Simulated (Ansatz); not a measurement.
# B2MoRu2N2: relaxing a made-up structure, part 2 of 2

Starting from a made-up structure for B2MoRu2N2, the aim is the relaxed cell, its shortest contacts and, where a second run follows, its electronic structure.

Ansatz 0.2.0; DFT, PBEsol, plane-wave PAW, files of the set soft_1, scalar-relativistic, no spin, cell and ions relaxed at zero pressure; PAW set soft_1 (the session's first sound run).

So far: The structure; Relaxing cell and atoms. The relaxed cell has a, b, c = 2.580, 3.686, 14.059 Å (conventional setting).

### Step 3. Electronic structure of the relaxed cell

A second self-consistent run takes a narrower smearing and the mesh shown in its input; the bands follow along the standard path of the relaxed lattice.

This step: DFT, PBEsol, plane-wave PAW, files of the set soft_1, scalar-relativistic, no spin, bands and density of states at the relaxed cell; PAW set soft_1 (Ansatz 0.2.0).

File input.yaml:

```yaml
crystal:
  lattice:
    - [-1.2898896195, 1.8430149097, 7.029269348]
    - [1.2898896195, -1.8430149097, 7.029269348]
    - [1.2898896195, 1.8430149097, -7.029269348]
  atoms:
    - { symbol: Ru, position: [0.8001852275, 0.8001852275, 0.0] }
    - { symbol: Ru, position: [0.1998147725, 0.1998147725, 0.0] }
    - { symbol: Mo, position: [0.0, 0.5, 0.5] }
    - { symbol: "N", position: [0.5892627471, 0.0892627471, 0.5] }
    - { symbol: "N", position: [0.4107372529, 0.9107372529, 0.5] }
    - { symbol: B, position: [0.6451826125, 0.6451826125, 0.0] }
    - { symbol: B, position: [0.3548173875, 0.3548173875, 0.0] }
kpoints:
  mp_grid: { grid: [14, 14, 14] }
  band_path:
    path:
      - [[0.0, 0.0, 0.0], [-0.25841831, 0.25841831, 0.25841831], [-0.49123221, 0.49123221, 0.02560441], [-0.5, 0.5, 0.0], [-0.75, 0.25, 0.25], [-0.5, 0.0, 0.5], [-0.74158169, -0.25841831, 0.74158169], [-0.5, -0.5, 0.5], [0.0, 0.0, 0.0], [-0.2671861, 0.2671861, -0.2671861], [-0.5, 0.0, 0.0], [-0.75, 0.25, 0.25]]
      - [[-0.50876779, 0.50876779, -0.02560441], [-0.2671861, 0.2671861, -0.2671861]]
      - [[-0.7328139, -0.2671861, 0.2671861], [-0.5, -0.5, 0.5]]
    npoints: 6
scf:
  occupations: { method: fermi_dirac, width: 0.03 }
  n_extra_bands: 11
hamiltonian:
  xc: pbesol
  pseudopotentials: { kind: paw, azcp: { folder: soft_1 }, xc_functional: pbe }
output:
  forces: true
  stress: true
  write_bands: true
  dos: { projected: true }
  write_density: true
  write_potential: true
  elf: true
  volumetric_format: npy
```

The run is started by

```sh
$ ansatz run input.yaml --threads 4 --pin off --max-ram 10240MiB --backend cpu --events-out ev --progress --plain --runs-dir out
```

Numbers of over 12 decimals in the logs are rounded to 6 here.

The program printed:

```text
[...]
Crystal: 7 atoms, lattice volume = 66.842 Å³
Basis set: ecut = 420 eV, 1333 PW (Γ), FFT grids on a1−a2, a2, a2+a3, exchange–correlation on 64×100×36 points (8 copies of the dense FFT grid, shifted against one another)
Bands: 42, of which v1, the nominal top of the filled ones, is band 31 counted from 1 (30 counted from 0)
Symmetry: 8 space group operations
[...]
k-points: 428 of 2744
[...]
SCF iter   1: F=—  HF=-17598.908975 eV  |F-HF|=—  |Δ(HF+E_count)|=         —  Δρ=1.62e-1  dr2=9.96e1  ethr=3.10e-3  ⟨swp⟩=6.0  Hψ=67596  notcnv=0  defer=123
[...]
SCF iter  11: F=-17590.877570 eV  HF=-17590.877570 eV  |F-HF|=1.43e-8  |Δ(HF+E_count)|=   3.76e-8  Δρ=4.42e-6  dr2=1.67e-8  ethr=1.61e-10  ⟨swp⟩=14.9  Hψ=116023  notcnv=0
SCF 1 converged in 11 iterations: F = -17590.877570 eV  dr2 = 1.67e-8
[...]
NSCF: frozen V_eff on 81 k-points
SCF converged after 11 iterations
Free energy (F): -17590.877570 eV
[...]
Internal energy: -17590.859848 eV  (E = F + TS)
E sigma→0 (E₀):  -17590.868709 eV
Entropy (-TS):   -0.017722 eV (-2.532 meV/atom)
Fermi energy:    19.350538 eV
[...]
--- Forces (eV/Å), atoms counted from 1 ---
  atom   1  Ru     0.00000000    -0.00000000    -0.03014233
  atom   2  Ru     0.00000000     0.00000000     0.03014233
  atom   3  Mo     0.00000000    -0.00000000     0.00000000
  atom   4  N      0.00000000    -0.00000000    -0.00579372
  atom   5  N      0.00000000     0.00000000     0.00579372
  atom   6  B      0.00000000     0.00000000    -0.01034115
  atom   7  B      0.00000000    -0.00000000     0.01034115
  max |Σ_I F_I| component: 3.47e-18 eV/Å
--- Stress (GPa, compression-positive) ---
        0.233337       0.000000       0.000000
        0.000000       0.076617       0.000000
        0.000000       0.000000      -0.210485
  P = ⅓ Tr σ = 0.0332 GPa (0.332 kbar)
--- Band table (eV; the first three rows and the last of 428) ---
  k-point 0: bands = [... 27 lower, 17.6258, 18.3670, 19.1505, 19.5422, 19.8430, 19.9606, 20.0693, 20.2727, ... 7 higher]
  k-point 1: bands = [... 27 lower, 17.3762, 18.0850, 19.0993, 19.3354, 19.4104, 19.6776, 20.0779, 20.6505, ... 7 higher]
  k-point 2: bands = [... 27 lower, 17.4038, 17.4924, 18.7407, 18.7528, 19.2399, 19.4433, 20.0370, 20.7235, ... 7 higher]
  k-point 427: bands = [... 27 lower, 17.7994, 18.2405, 18.2830, 18.4175, 19.5405, 19.8322, 21.1175, 21.2485, ... 7 higher]
```

Run time: 31 s. Hardware: 4 threads of Arm Neoverse V1, shared host; peak memory 0.97 GiB; 2 min of CPU time.

Reading the cycles: dr2 is the Hartree energy of the density residual (eV), the measure of convergence; HF is the Harris–Foulkes estimate of the energy, which meets the free energy F at convergence.

Numbers from this step:

```
free energy             : -17590.8776 eV
energy at zero smearing : -17590.8687 eV
smearing term TS        : 0.01772 eV
pressure                : 0.03316 GPa
```

bands.tsv at the labelled points (eV, zero at the Fermi level; the bands that come nearest the Fermi level along the path):

```tsv
point	band 28	band 29	band 30	band 31	band 32	band 33	band 34	band 35
Γ	-1.72	-0.98	-0.20	0.19	0.49	0.61	0.72	0.92
X	-1.46	-1.43	-1.17	-0.38	0.45	0.85	1.59	1.61
L	-2.12	-0.30	0.22	0.59	0.77	1.29	1.32	1.59
T	-2.09	-0.30	0.19	0.64	0.78	1.28	1.32	1.66
W	-2.09	-0.14	0.20	0.57	0.78	1.10	1.29	1.65
R	-1.64	-1.25	-0.95	-0.65	0.41	0.55	1.74	1.83
X1	-1.46	-1.43	-1.17	-0.38	0.45	0.85	1.59	1.61
Z	-1.55	-1.11	-1.07	-0.93	0.19	0.48	1.77	1.90
Γ	-1.72	-0.98	-0.20	0.19	0.49	0.61	0.72	0.92
Y	-1.59	-1.53	-0.91	-0.45	0.15	0.41	0.65	1.88
S	-1.62	-1.51	-0.92	-0.40	0.20	0.44	0.65	1.85
W	-2.09	-0.14	0.20	0.57	0.78	1.10	1.29	1.65
L1	-2.12	-0.30	0.22	0.59	0.77	1.29	1.32	1.59
Y	-1.59	-1.53	-0.91	-0.45	0.15	0.41	0.65	1.88
Y1	-1.59	-1.53	-0.91	-0.45	0.15	0.41	0.65	1.88
Z	-1.55	-1.11	-1.07	-0.93	0.19	0.48	1.77	1.90
```

States per cell as run, both spins, in windows of 1 eV, from dos.tsv (zero at the Fermi level):

```csv
from,to,total
-8,-7,3.63
-7,-6,3.26
-6,-5,2.85
-5,-4,3.76
-4,-3,4.45
-3,-2,3.47
-2,-1,3.50
-1,0,4.23
0,1,5.37
1,2,4.41
2,3,1.58
3,4,1.69
4,5,2.95
5,6,1.72
```

Below -8 eV lie 32.8 more states.

ELF in the ac plane of the conventional cell at fractional y = 0.000, with atoms of Ru and Mo and N and B within 0.2 Å of it. It is the smooth field of the valence electrons, not physical close to the nuclei.

Ten even steps from '0' (0.03) to '9' (0.85), each cell a mean:
```
3345677777776543
3222234444432222
2222222232222222
5555433333334555
5666643333346666
6665432222234566
5544322212223445
5555432212234555
0036787666787630
2469997434799963
1136788777888631
0001233333332100
0012355666553210
1247898656898742
1368997545799863
0125666555666520
6665432111234566
5544322222223445
6666543222345666
6666543333345666
4444333333233444
2222222222222222
3322345565543223
3345777656777543
```
Columns run along a (2.6 Å), rows up along c (14.1 Å), edges of the conventional cell, whose origin can differ from the input's. Atoms in or near the plane, at fractional coordinates: Ru at (0.00, 0.80), Ru at (0.00, 0.20), Mo at (0.50, 0.00), N at (0.50, 0.59), N at (0.50, 0.41), B at (0.00, 0.65), B at (0.00, 0.35).

Valence density in the ac plane of the conventional cell at fractional y = 0.000, with atoms of Ru and Mo and N and B within 0.2 Å of it. It is the smooth field of the valence electrons, not physical close to the nuclei.

Values in e/Å³, 24 rows by 16 columns, each cell a mean:
```
 0  0  1  1  2  3  5  6  6  6  5  3  2  1  1  0
 0  0  0  0  0  1  1  1  1  1  1  1  0  0  0  0
 0  0  0  0  0  0  0  0  0  0  0  0  0  0  0  0
 4  4  3  2  1  1  0  0  0  0  0  1  1  2  3  4
11 11  9  6  3  2  1  1  0  1  1  2  3  6  9 11
 7  6  5  3  2  1  1  0  0  0  1  1  2  3  5  6
 1  1  1  1  0  0  0  0  0  0  0  0  0  1  1  1
 1  1  1  1  0  0  0  0  0  0  0  0  0  1  1  1
 0  1  1  1  1  1  1  1  1  1  1  1  1  1  1  1
 1  1  1  1  2  2  3  3  3  3  3  2  2  1  1  1
 0  0  0  0  1  1  2  2  3  2  2  1  1  0  0  0
 0  0  0  0  0  0  0  0  0  0  0  0  0  0  0  0
 0  0  0  0  0  0  1  1  1  1  1  0  0  0  0  0
 0  0  0  1  1  2  3  3  3  3  3  2  1  1  0  0
 1  1  1  1  2  2  3  3  3  3  3  2  2  1  1  1
 0  1  1  1  1  1  1  1  1  1  1  1  1  1  1  1
 1  1  1  0  0  0  0  0  0  0  0  0  0  0  1  1
 2  1  1  1  1  0  0  0  0  0  0  0  1  1  1  1
 9  8  7  5  3  1  1  0  0  0  1  1  3  5  7  8
10  9  8  5  3  1  1  0  0  0  1  1  3  5  8  9
 2  2  1  1  1  0  0  0  0  0  0  0  1  1  1  2
 0  0  0  0  0  0  0  0  0  0  0  0  0  0  0  0
 0  0  0  0  1  1  2  2  2  2  2  1  1  0  0  0
 0  1  1  2  3  4  6  6  7  6  6  4  3  2  1  1
```
Columns run along a (2.6 Å), rows up along c (14.1 Å), edges of the conventional cell, whose origin can differ from the input's. Atoms in or near the plane, at fractional coordinates: Ru at (0.00, 0.80), Ru at (0.00, 0.20), Mo at (0.50, 0.00), N at (0.50, 0.59), N at (0.50, 0.41), B at (0.00, 0.65), B at (0.00, 0.35).

Electrostatic potential energy in the ac plane of the conventional cell at fractional y = 0.000, with atoms of Ru and Mo and N and B within 0.2 Å of it. With pseudopotentials it is smooth inside the atoms' cores, unlike the true potential.

Ten even steps from '_' (-70 eV) to '@' (21 eV), each cell a mean:
```
@@@@%%##++==::::..::::==++##%%@@
@@@@@@@@%%%%##########%%%%@@@@@@
@@@@@@@@@@@@@@@@@@@@@@@@@@@@@@@@
====++**##%%@@@@@@@@@@%%##**++==
______..--**%%@@@@@@%%**--..____
....::==**%%@@@@@@@@@@%%**==::..
%%%%%%@@@@@@@@@@@@@@@@@@@@@@%%%%
****##%%@@@@@@@@@@@@@@@@@@%%##**
++++++**##%%%%####%%%%%%##**++++
####%%%%##**==------==**##%%%%##
@@@@@@@@@@%%****++****%%@@@@@@@@
@@@@@@@@@@@@@@@@@@@@@@@@@@@@@@@@
@@@@@@@@@@@@@@@@@@@@@@@@@@@@@@@@
@@@@@@@@%%##++======++##%%@@@@@@
****######**++======++**######**
++==++**##%%@@@@%%@@@@%%##**++++
####%%%%@@@@@@@@@@@@@@@@@@%%%%##
######%%@@@@@@@@@@@@@@@@@@%%####
____..::==##%%@@@@@@%%##==::..__
______::==**%%@@@@@@%%**==::____
****####%%@@@@@@@@@@@@@@%%####**
@@@@@@@@@@@@@@@@@@@@@@@@@@@@@@@@
@@@@@@%%%%##****++****##%%%%@@@@
@@@@%%**==--....__....--==**%%@@
```
Columns run along a (2.6 Å; values clipped at the 3rd and 97th percentile), rows up along c (14.1 Å), edges of the conventional cell, whose origin can differ from the input's. Atoms in or near the plane, at fractional coordinates: Ru at (0.00, 0.80), Ru at (0.00, 0.20), Mo at (0.50, 0.00), N at (0.50, 0.59), N at (0.50, 0.41), B at (0.00, 0.65), B at (0.00, 0.35).

### Step 4. What came out

| Quantity | Value |
| --- | --- |
| space group, relaxed | Immm |
| conventional cell | a = 2.580, b = 3.686, c = 14.059 Å; α = 90.0°, β = 90.0°, γ = 90.0° |
| volume per atom | 9.55 Å³ (guess 9.79) |

In words: B2MoRu2N2 relaxes to Immm with a = 2.580, b = 3.686 and c = 14.059 Å. The guessed volume was 2 % too large. The space group Immm was held in the relaxation, so the end point is a stationary structure within it and may be a saddle against distortions or other arrangements. Bands cross the Fermi level, so it is a metal or semimetal at this level. On the 14×14×14 mesh with the narrower smearing (relaxed on 12×12×12) the largest force component is 0.030 eV/Å and the largest stress component is 0.233 GPa, against the relaxation's thresholds of 0.015 eV/Å and 0.05 GPa. The cutoff wasn't tested. No dispersion term is used, so weakly bound directions may come out too long. The runs have no spin, and magnetism wasn't tested. Nothing here tests whether the compound is stable against decomposition.

[Logs are printed without paths, hosts, clocks, repeated set-up lines and the standing remarks that a program may print on its own settings, such as how far it seeks lower states.]

[Hosts, paths, dates, database ids (printed as entryN), source tags and the programs' standing remarks are cut or masked in the printed files.]
